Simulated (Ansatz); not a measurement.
# Ca2H2IF: complex band structure

Wanted: the relaxed cell of Ca2H2IF, its band edges and its decay constants. It is built by putting F for part of the I in the CaHI structure of space group P4/nmm, with the volume rescaled by atomic radii. The parent structure comes from the Materials Project.

Program: Ansatz 0.2.0. Level of theory: PBEsol DFT, plane waves, PAW files, in the first sound run; inputs show where later runs differ. Results are calculated unless marked as measured.

The structure was built from a prototype and need not be the compound's stable phase.

### Step 1. Set-up

The structure is tetragonal, space group P4mm (No. 99). The conventional cell has a = 3.778 Å, b = 3.778 Å, c = 8.773 Å, α = 90.00°, β = 90.00°, γ = 90.00°. Ca has 4 H at 2.21 Å and 4 F at 3.06 Å and 8 Ca at 3.51 to 3.78 Å and 1 I at 3.78 Å nearest. Ca has 4 H at 2.21 Å and 4 I at 3.06 Å nearest. Nearest to H lie 4 Ca at 2.21 Å. I has 5 Ca at 3.06 to 3.78 Å and 4 H at 3.24 Å nearest. Nearest to F lie 4 Ca at 3.06 Å. It derives from CaHI. F for part of the I in the CaHI structure of space group P4/nmm. Farther neighbours and most contacts between anions are not listed.

### Step 2. Relaxing the new crystal

The substituted atoms don't fit the parent's cell, so cell and atoms relax together. A small smearing keeps the run stable in case the gap closes on the way.

File input.yaml:

```yaml
crystal:
  lattice:
    - [3.7776857116, 0.0, 0.0]
    - [0.0, 3.7776857116, 0.0]
    - [0.0, 0.0, 8.7726557274]
  atoms:
    - { symbol: Ca, position: [0.0, 0.5, 0.13019281] }
    - { symbol: Ca, position: [0.5, 0.0, 0.86980719] }
    - { symbol: H, position: [0.5, 0.5, 0.0] }
    - { symbol: H, position: [0.0, 0.0, 0.0] }
    - { symbol: I, position: [0.0, 0.5, 0.69979029] }
    - { symbol: F, position: [0.5, 0.0, 0.30020971] }
kpoints:
  mp_grid: { grid: [6, 6, 4] }
scf:
  occupations: { method: gaussian, width: 0.03 }
hamiltonian:
  xc: pbesol
output:
  forces: true
  stress: true
relax:
  f_tol: 0.02
  max_steps: 60
  cell: {}
```

On the command line:

```bash
$ ansatz run input.yaml --threads 2 --pin off --max-ram 4096MiB --backend cpu --events-out ev --progress --plain --runs-dir out
```

Numbers of over 12 decimals in the logs are rounded to 6 here.

What it wrote:

```text
Engine: ansatz 0.2.0, x86_64-unknown-linux-gnu
Pseudopotentials: kind: paw
Pseudopotential: Ca, paw, valence charge 10, recommended cutoff 420 eV (normal), Ca.paw.azcp
Pseudopotential: H, paw, valence charge 1, recommended cutoff 420 eV (normal), H.paw.azcp
Pseudopotential: I, paw, valence charge 17, recommended cutoff 420 eV (normal), I.paw.azcp
Pseudopotential: F, paw, valence charge 7, recommended cutoff 420 eV (normal), F.paw.azcp
Functional definition: PBEsol
  exchange = pbesol_x
  correlation = pbesol_c
Crystal: 6 atoms, lattice volume = 125.194 Å³
Basis set: ecut = 420 eV, 2413 PW (Γ), exchange–correlation on 54×54×120 points (8 copies of the dense FFT grid, shifted against one another)
Bands: 29, of which v1, the nominal top of the filled ones, is band 23 counted from 1 (22 counted from 0)
Symmetry: 8 space group operations
Space group: P4mm (ITA 99), of the structure as read, at distance tolerance 5.0e-5 Å
k-points: 30 of 144 (time reversal used)
Non-local potential: Ca, projectors of the file, l = 0: 3, l = 1: 2, l = 2: 2
Non-local potential: H, projectors of the file, l = 0: 2, l = 1: 1
Non-local potential: I, projectors of the file, l = 0: 2, l = 1: 2, l = 2: 2, l = 3: 2
Non-local potential: F, projectors of the file, l = 0: 2, l = 1: 2, l = 2: 1
PAW form: soft (Blöchl's): semilocal exchange-correlation on the pseudo side does not see the compensation charge
PAW frozen core: Ca, regenerated for the run's functional, and the local potential with it (the file was generated under x = pbe(κ = 0.804, μ = 0.219515), c = pbe(β = 0.066725))
PAW frozen core: I, regenerated for the run's functional, and the local potential with it (the file was generated under x = pbe(κ = 0.804, μ = 0.219515), c = pbe(β = 0.066725))
PAW frozen core: F, regenerated for the run's functional, and the local potential with it (the file was generated under x = pbe(κ = 0.804, μ = 0.219515), c = pbe(β = 0.066725))
PAW one-centre angular grid: Ca, 110 points (default); XC on 64 Gauss nodes
PAW one-centre angular grid: H, 110 points (default); XC on 64 Gauss nodes
PAW one-centre angular grid: I, 590 points (default); XC on 64 Gauss nodes
PAW one-centre angular grid: F, 110 points (default); XC on 64 Gauss nodes
Initial density: superposition of atomic densities (neutral atoms: chi_scale 0, normalization atom), corrected by the library's trained network
Initial wavefunctions: pseudopotential atomic-orbital guess
Functional: x = pbesol(κ = 0.804, μ = 0.123457), c = pbesol(β = 0.046)
SCF iter   1: F=—  HF=-11856.887418 eV  |F-HF|=—  |Δ(HF+E_count)|=         —  Δρ=5.40e-3  dr2=5.03e-2  ethr=1.77e-3  ⟨swp⟩=11.7  Hψ=5694  notcnv=0  defer=1
preconditioner: auto → Resta (q_TF=auto, 2.309 Å⁻¹)  ε∞=2.5  [insulator: Δε(μ)=2.858 eV  Ē_g=15.139 eV  σ=0.030 eV  W_gap=1.00  n_scr=26 (ndim 8)  ℏωp=18.8 eV  f_vac=0.182  D(μ)=0.00/eV (n_scr^D=0)  ε∞_Penn≈2.5]
SCF iter   2: F=—  HF=-11856.874217 eV  |F-HF|=—  |Δ(HF+E_count)|=   1.32e-2  Δρ=2.40e-3  dr2=1.32e-2  ethr=1.09e-4  ⟨swp⟩=2.9  Hψ=1446  notcnv=0  defer=44
SCF iter   3: F=—  HF=-11856.870590 eV  |F-HF|=—  |Δ(HF+E_count)|=   3.63e-3  Δρ=9.85e-4  dr2=1.98e-3  ethr=2.88e-5  ⟨swp⟩=2.3  Hψ=1242  notcnv=0  defer=44
SCF iter   4: F=—  HF=-11856.870220 eV  |F-HF|=—  |Δ(HF+E_count)|=   3.70e-4  Δρ=3.77e-4  dr2=2.82e-4  ethr=4.30e-6  ⟨swp⟩=2.0  Hψ=1131  notcnv=0  defer=44
SCF iter   5: F=—  HF=-11856.870322 eV  |F-HF|=—  |Δ(HF+E_count)|=   1.02e-4  Δρ=6.52e-4  dr2=4.32e-4  ethr=6.13e-7  ⟨swp⟩=2.3  Hψ=1416  notcnv=0  defer=44
SCF iter   6: F=—  HF=-11856.870246 eV  |F-HF|=—  |Δ(HF+E_count)|=   7.64e-5  Δρ=7.05e-5  dr2=1.51e-5  ethr=6.13e-7  ⟨swp⟩=2.0  Hψ=1110  notcnv=0  defer=44
SCF iter   7: F=—  HF=-11856.870244 eV  |F-HF|=—  |Δ(HF+E_count)|=   1.93e-6  Δρ=2.17e-5  dr2=1.42e-6  ethr=3.28e-8  ⟨swp⟩=2.0  Hψ=1608  notcnv=0  defer=44
SCF iter   8: F=-11856.870244 eV  HF=-11856.870244 eV  |F-HF|=8.71e-8  |Δ(HF+E_count)|=   8.82e-9  Δρ=5.25e-6  dr2=4.67e-8  ethr=2.17e-10  ⟨swp⟩=3.4  Hψ=3737  notcnv=0
SCF 1 converged in 8 iterations: F = -11856.870244 eV  dr2 = 4.67e-8
  greatest PAW one-centre occupation: 0.999 electrons in one spin orbital (limit 2), on the I atom at site 4 (counted from 0), in its partial waves of l = 2
relax step   1: F+E_penalty+E_count = -11856.87024417 eV  Δ(F+E_penalty+E_count) = +0.000e0 eV  max|allowed force component| = 2.118e0 eV/Å  Δτ_max = 0.0000 Å  P = +0.134 GPa  Ω = 125.194 Å³  (8 SCF iters, dr2 threshold 1.00e-7 eV, accepted)
Crystal: 6 atoms, lattice volume = 125.424 Å³
Basis set: ecut = 420 eV, 2437 PW (Γ), exchange–correlation on 54×54×120 points (8 copies of the dense FFT grid, shifted against one another)
Initial density: handed on by an earlier stage of this run
Initial wavefunctions: those handed on with the density
iter 1 solved again at ethr=1.46e-3 eV; its pass at ethr=3.10e-3 eV (dr2=6.73e-1 eV) is discarded
SCF iter   1: F=—  HF=-11857.675437 eV  |F-HF|=—  |Δ(HF+E_count)|=         —  Δρ=2.31e-2  dr2=7.13e-1  ethr=1.46e-3  ⟨swp⟩=1.2  Hψ=5876  notcnv=0
preconditioner: auto → Resta (q_TF=auto, 2.308 Å⁻¹)  ε∞=2.5  [insulator: Δε(μ)=3.673 eV  Ē_g=15.402 eV  σ=0.030 eV  W_gap=1.00  n_scr=26 (ndim 8)  ℏωp=18.8 eV  f_vac=0.159  D(μ)=0.00/eV (n_scr^D=0)  ε∞_Penn≈2.5]
SCF iter   2: F=—  HF=-11857.452943 eV  |F-HF|=—  |Δ(HF+E_count)|=   2.22e-1  Δρ=9.12e-3  dr2=7.49e-2  ethr=1.46e-3  ⟨swp⟩=3.2  Hψ=1638  notcnv=0
SCF iter   3: F=—  HF=-11857.433050 eV  |F-HF|=—  |Δ(HF+E_count)|=   1.99e-2  Δρ=4.00e-3  dr2=1.31e-2  ethr=1.63e-4  ⟨swp⟩=3.0  Hψ=1711  notcnv=0  defer=41
SCF iter   4: F=—  HF=-11857.431391 eV  |F-HF|=—  |Δ(HF+E_count)|=   1.66e-3  Δρ=1.77e-3  dr2=2.22e-3  ethr=2.84e-5  ⟨swp⟩=2.0  Hψ=1353  notcnv=0  defer=41
SCF iter   5: F=—  HF=-11857.431560 eV  |F-HF|=—  |Δ(HF+E_count)|=   1.69e-4  Δρ=4.64e-4  dr2=2.26e-4  ethr=4.84e-6  ⟨swp⟩=2.0  Hψ=1242  notcnv=0  defer=41
SCF iter   6: F=—  HF=-11857.431743 eV  |F-HF|=—  |Δ(HF+E_count)|=   1.83e-4  Δρ=8.68e-5  dr2=1.90e-5  ethr=4.91e-7  ⟨swp⟩=2.0  Hψ=1117  notcnv=0  defer=41
SCF iter   7: F=—  HF=-11857.431770 eV  |F-HF|=—  |Δ(HF+E_count)|=   2.71e-5  Δρ=2.53e-5  dr2=1.37e-6  ethr=4.13e-8  ⟨swp⟩=2.0  Hψ=1334  notcnv=0  defer=41
SCF iter   8: F=-11857.431773 eV  HF=-11857.431772 eV  |F-HF|=7.98e-8  |Δ(HF+E_count)|=   2.49e-6  Δρ=5.12e-6  dr2=3.91e-8  ethr=1.30e-9  ⟨swp⟩=5.0  Hψ=3134  notcnv=0
SCF 2 converged in 8 iterations: F = -11857.431773 eV  dr2 = 3.91e-8
[...]
SCF 3 converged in 8 iterations: F = -11857.795487 eV  dr2 = 1.41e-7
relax step   3: F+E_penalty+E_count = -11857.79548690 eV  Δ(F+E_penalty+E_count) = -3.637e-1 eV  max|allowed force component| = 5.640e-1 eV/Å  Δτ_max = 0.1950 Å  P = -1.695 GPa  Ω = 123.033 Å³  energy of the carried Pulay correction = +1.924e-3 eV  (8 SCF iters, dr2 threshold 6.00e-7 eV, accepted)
[... from here on, the SCF cycles and remarks between the steps are left out ...]
relax step   4: F+E_penalty+E_count = -11857.95750605 eV  Δ(F+E_penalty+E_count) = -1.620e-1 eV  max|allowed force component| = 1.781e-1 eV/Å  Δτ_max = 0.1973 Å  P = -0.573 GPa  Ω = 114.327 Å³  energy of the carried Pulay correction = +1.003e-2 eV  (8 SCF iters, dr2 threshold 6.00e-7 eV, accepted)
relax step   5: F+E_penalty+E_count = -11858.02571508 eV  Δ(F+E_penalty+E_count) = -6.821e-2 eV  max|allowed force component| = 2.770e-1 eV/Å  Δτ_max = 0.1777 Å  P = -0.182 GPa  Ω = 108.402 Å³  energy of the carried Pulay correction = +1.589e-2 eV  (7 SCF iters, dr2 threshold 6.00e-7 eV, accepted)
relax step   6: F+E_penalty+E_count = -11858.08440590 eV  Δ(F+E_penalty+E_count) = -5.869e-2 eV  max|allowed force component| = 1.477e-1 eV/Å  Δτ_max = 0.1136 Å  P = +0.861 GPa  Ω = 102.523 Å³  energy of the carried Pulay correction = +2.201e-2 eV  (7 SCF iters, dr2 threshold 6.00e-7 eV, accepted)
relax step   7: F+E_penalty+E_count = -11858.09746056 eV  Δ(F+E_penalty+E_count) = -1.305e-2 eV  max|allowed force component| = 2.131e-1 eV/Å  Δτ_max = 0.0611 Å  P = -0.099 GPa  Ω = 104.372 Å³  energy of the carried Pulay correction = +2.005e-2 eV  (7 SCF iters, dr2 threshold 6.00e-7 eV, accepted)
relax step   8: F+E_penalty+E_count = -11858.09357234 eV  Δ(F+E_penalty+E_count) = +3.888e-3 eV  max|allowed force component| = 2.633e-1 eV/Å  Δτ_max = 0.0945 Å  P = -0.112 GPa  Ω = 103.910 Å³  energy of the carried Pulay correction = +2.054e-2 eV  (6 SCF iters, dr2 threshold 6.00e-7 eV, rejected (line search))
relax step   9: F+E_penalty+E_count = -11858.10425453 eV  Δ(F+E_penalty+E_count) = -6.794e-3 eV  max|allowed force component| = 2.135e-2 eV/Å  Δτ_max = 0.0327 Å  P = -0.004 GPa  Ω = 104.224 Å³  energy of the carried Pulay correction = +2.021e-2 eV  (10 SCF iters, accepted)
relax step  10: F+E_penalty+E_count = -11858.10432397 eV  Δ(F+E_penalty+E_count) = -6.943e-5 eV  max|allowed force component| = 9.912e-3 eV/Å  Δτ_max = 0.0045 Å  P = +0.001 GPa  Ω = 104.231 Å³  energy of the carried Pulay correction = +2.020e-2 eV  (6 SCF iters, dr2 threshold 2.85e-8 eV, accepted)
relax step  11: F+E_penalty+E_count = -11858.09691649 eV  Δ(F+E_penalty+E_count) = +7.407e-3 eV  max|allowed force component| = 1.009e-2 eV/Å  Δτ_max = 0.0000 Å  P = -0.130 GPa  Ω = 104.231 Å³  stress off target by 1.83e-1 GPa  SCF on the basis re-selected at this cell (its energy is not comparable with the rows above)  (6 SCF iters)
relax step  12: F+E_penalty+E_count = -11858.09758868 eV  Δ(F+E_penalty+E_count) = -6.722e-4 eV  max|allowed force component| = 9.560e-3 eV/Å  Δτ_max = 0.0048 Å  P = +0.075 GPa  Ω = 103.689 Å³  energy of the carried Pulay correction = +5.813e-4 eV  (6 SCF iters, dr2 threshold 8.41e-8 eV, accepted)
relax step  13: F+E_penalty+E_count = -11858.09745558 eV  Δ(F+E_penalty+E_count) = +1.331e-4 eV  max|allowed force component| = 8.504e-4 eV/Å  Δτ_max = 0.0036 Å  P = +0.001 GPa  Ω = 103.914 Å³  energy of the carried Pulay correction = +3.410e-4 eV  (6 SCF iters, dr2 threshold 3.97e-8 eV, accepted)
iter 1 solved again at ethr=1.34e-6 eV; its pass at ethr=3.10e-3 eV (dr2=6.18e-4 eV) is discarded
SCF iter   1: F=—  HF=-11858.097161 eV  |F-HF|=—  |Δ(HF+E_count)|=         —  Δρ=1.67e-5  dr2=4.96e-8  ethr=1.34e-6  ⟨swp⟩=2.9  Hψ=7564  notcnv=0
eigensolver tolerance schedule: the retry pair's looser diagonalisation over-reported the residual by 12466.86 of it (diagonalisation noise at an unbounded share of the residual, at the tolerance the schedule requests for it); recorded, not acted on — ethr = c·dr2/N_el stays at c = 1.0e-1
preconditioner: auto → Resta (q_TF=auto, 2.382 Å⁻¹)  ε∞=4.4  [insulator: Δε(μ)=2.973 eV  Ē_g=8.398 eV  σ=0.030 eV  W_gap=1.00  n_scr=24 (ndim 8)  ℏωp=15.5 eV  f_vac=0.028  D(μ)=0.00/eV (n_scr^D=0)  ε∞_Penn≈4.4]
SCF iter   2: F=—  HF=-11858.097160 eV  |F-HF|=—  |Δ(HF+E_count)|=   1.14e-6  Δρ=7.55e-6  dr2=1.19e-8  ethr=1.08e-10  ⟨swp⟩=3.1  Hψ=2079  notcnv=0
SCF iter   3: F=—  HF=-11858.097160 eV  |F-HF|=—  |Δ(HF+E_count)|=   2.08e-8  Δρ=2.11e-6  dr2=1.57e-9  ethr=2.59e-11  ⟨swp⟩=2.0  Hψ=1333  notcnv=0
SCF iter   4: F=—  HF=-11858.097160 eV  |F-HF|=—  |Δ(HF+E_count)|=   2.80e-9  Δρ=4.10e-7  dr2=2.78e-10  ethr=3.41e-12  ⟨swp⟩=2.0  Hψ=1330  notcnv=0
SCF iter   5: F=—  HF=-11858.097160 eV  |F-HF|=—  |Δ(HF+E_count)|=  2.51e-10  Δρ=3.51e-7  dr2=1.03e-10  ethr=1.00e-12  ⟨swp⟩=5.0  Hψ=3036  notcnv=0
SCF iter   6: F=-11858.097160 eV  HF=-11858.097160 eV  |F-HF|=9.09e-12  |Δ(HF+E_count)|=  1.82e-11  Δρ=1.26e-7  dr2=1.05e-11  ethr=1.00e-12  ⟨swp⟩=4.9  Hψ=2916  notcnv=0
SCF 14 converged in 6 iterations: F = -11858.097160 eV  dr2 = 1.05e-11
relax step  14: F+E_penalty+E_count = -11858.09715957 eV  Δ(F+E_penalty+E_count) = +2.960e-4 eV  max|allowed force component| = 8.339e-4 eV/Å  Δτ_max = 0.0000 Å  P = -0.003 GPa  Ω = 103.914 Å³  stress off target by 3.32e-3 GPa  SCF on the basis re-selected at this cell (its energy is not comparable with the rows above)  (6 SCF iters)
basis re-selected at this cell: Δ(F+E_penalty+E_count) = +2.960e-4 eV, ΔP = -0.004 GPa vs the last step (what re-selecting the basis moved, of the pressure what is left beyond the Pulay correction that the steps carried, after the strain that the cell walked since its last selection, with what the two solves' SCF thresholds leave and, on support functions, any second-order correction that the steps lacked; it is no m [...]
SCF converged after 6 iterations
Free energy (F): -11858.097160 eV
Harris-Foulkes:  -11858.097160 eV  (|F-HF|=9.09e-12)
Internal energy: -11858.097160 eV  (E = F + TS)
E sigma→0 (E₀):  -11858.097160 eV
Fermi energy:    7.504591 eV
--- Per-component energies (eV) ---
  E_band       = -668.097264
  E_kinetic    = 979.949445
  E_local      = -3873.241140  (includes V_loc(G=0)·N_el)
  E_nonlocal   = 117.045097
  E_hartree    = 1659.427158
  E_xc         = -497.275177
  E_vxc        = -596.370533  (∫ρ·V_xc dr)
  E_paw        = -6604.956760  (= ΣΔE_a)
  E_vpaw       = -614.334197  (= ΣTr[D̂ρ^β])
  E_aug_tail   = -0.000358  (compensation charges beyond the density's cutoff)
  E_ewald      = -3639.737596
  E_core_change = 0.692173  (= ΣΔE_core)
  E_smearing   = -0.000000  (= −TS)
  E_closure    = 0.000000  (closes the sum)
  Σ components = -11858.097160   (vs F -11858.097160, Δ=0.00e0)
--- Forces (eV/Å), atoms counted from 1 ---
  atom   1  Ca    -0.00000000     0.00000000    -0.00022171
  atom   2  Ca    -0.00000000     0.00000000     0.00019806
  atom   3  H      0.00000000     0.00000000    -0.00025446
  atom   4  H     -0.00000000    -0.00000000    -0.00025446
  atom   5  I      0.00000000    -0.00000000     0.00083352
  atom   6  F      0.00000000    -0.00000000    -0.00030318
  max |Σ_I F_I| component: 2.22e-6 eV/Å
--- Stress (GPa, compression-positive) ---
       -0.002197       0.000000      -0.000000
        0.000000      -0.002197      -0.000000
       -0.000000      -0.000000      -0.003325
  P = ⅓ Tr σ = -0.0026 GPa (-0.026 kbar)
--- Relaxed structure (12 steps of the walk, 11 accepted, 2 SCFs on fresh bases) ---
  F+E_penalty+E_count = -11858.09715957 eV   max|allowed force component| = 8.339e-4 eV/Å   (the final SCF, on the basis selected at the relaxed cell)
  cell:  # Å, volume = 103.9137 Å³
    - [3.706032, 0.0, 0]
    - [0.0, 3.706032, 0.0]
    - [0, 0.0, 7.565791]
  atoms:
    - { symbol: Ca, position: [0, 0.5, 0.203504] }
    - { symbol: Ca, position: [0.5, 0.0, 0.868938] }
    - { symbol: H, position: [0.5, 0.5, 0.016850] }
    - { symbol: H, position: [0, 0.0, 0.016850] }
    - { symbol: I, position: [0, 0.5, 0.631789] }
    - { symbol: F, position: [0.5, 0.0, 0.262070] }
```

It took 1.8 min on 2 threads of AMD EPYC 7R43, shared host; peak memory 0.45 GiB; 3.4 min of CPU time.

The steps of the relaxation:

```
step  energy less that of the first step (eV)  largest force component (eV/Å)  pressure (GPa)  volume (Å³)
   1                                   0.0000                          2.1180            0.13       125.19
   2                                  -0.5615                          1.1990           -1.29       125.42
   3                                  -0.9252                          0.5640           -1.70       123.03
   4                                  -1.0873                          0.1781           -0.57       114.33
   5                                  -1.1555                          0.2770           -0.18       108.40
   6                                  -1.2142                          0.1477            0.86       102.52
   7                                  -1.2272                          0.2131           -0.10       104.37
   8                                  -1.2233                          0.2633           -0.11       103.91
   9                                  -1.2340                          0.0214            0.00       104.22
  10                                  -1.2341                          0.0099            0.00       104.23
 11*                                  -1.2267                          0.0101           -0.13       104.23
  12                                  -1.2273                          0.0096            0.08       103.69
  13                                  -1.2272                          0.0008            0.00       103.91
 14*                                  -1.2269                          0.0008            0.00       103.91
```

Relaxation steps marked * repeat the geometry before them on a plane-wave basis chosen anew for their cell, so energy and pressure can jump there. Relaxation step 8 was tried and not accepted.

The run keeps the 8 symmetry operations that it works with, so distortions that break them were not tested.

```
     cell as run  before  after   change
           a (Å)   3.778  3.706   -1.9 %
           b (Å)   3.778  3.706   -1.9 %
           c (Å)   8.773  7.566  -13.8 %
volume (Å³/atom)   20.87  17.32  -17.0 %
```

The atoms that moved most (Å, as changes of fractional coordinates times the final cell):

```
atom     dx     dy      dz  length
 Ca1  0.000  0.000   0.555   0.555
  I5  0.000  0.000  -0.514   0.514
  F6  0.000  0.000  -0.289   0.289
  H3  0.000  0.000   0.127   0.127
  H4  0.000  0.000   0.127   0.127
 Ca2  0.000  0.000  -0.007   0.007
```

The relaxed structure:

```cif
data_structure
_symmetry_space_group_name_H-M 'P 1'
_symmetry_Int_Tables_number 1
_cell_length_a 3.7060
_cell_length_b 3.7060
_cell_length_c 7.5658
_cell_angle_alpha 90.000
_cell_angle_beta 90.000
_cell_angle_gamma 90.000
_cell_volume 103.91
loop_
_atom_site_label
_atom_site_type_symbol
_atom_site_fract_x
_atom_site_fract_y
_atom_site_fract_z
_atom_site_occupancy
Ca1 Ca 0.00000 0.50000 0.20350 1
Ca2 Ca 0.50000 0.00000 0.86894 1
H3 H 0.50000 0.50000 0.01685 1
H4 H 0.00000 0.00000 0.01685 1
I5 I 0.00000 0.50000 0.63179 1
F6 F 0.50000 0.00000 0.26207 1
```

Numbers from this step:

| Quantity | Value |
| --- | --- |
| free energy | -11858.0972 eV |
| Fermi energy | 7.505 eV |
| pressure | -0.002573 GPa |

The largest force component on a free atom ends at 8.3e-4 eV/Å.

(Continued in part 2 of 4.)

[Logs are printed without paths, hosts, clocks, repeated set-up lines and the standing remarks that a program may print on its own settings, such as how far it seeks lower states.]

[Hosts, paths, dates, database ids (printed as entryN), source tags and the programs' standing remarks are cut or masked in the printed files.]
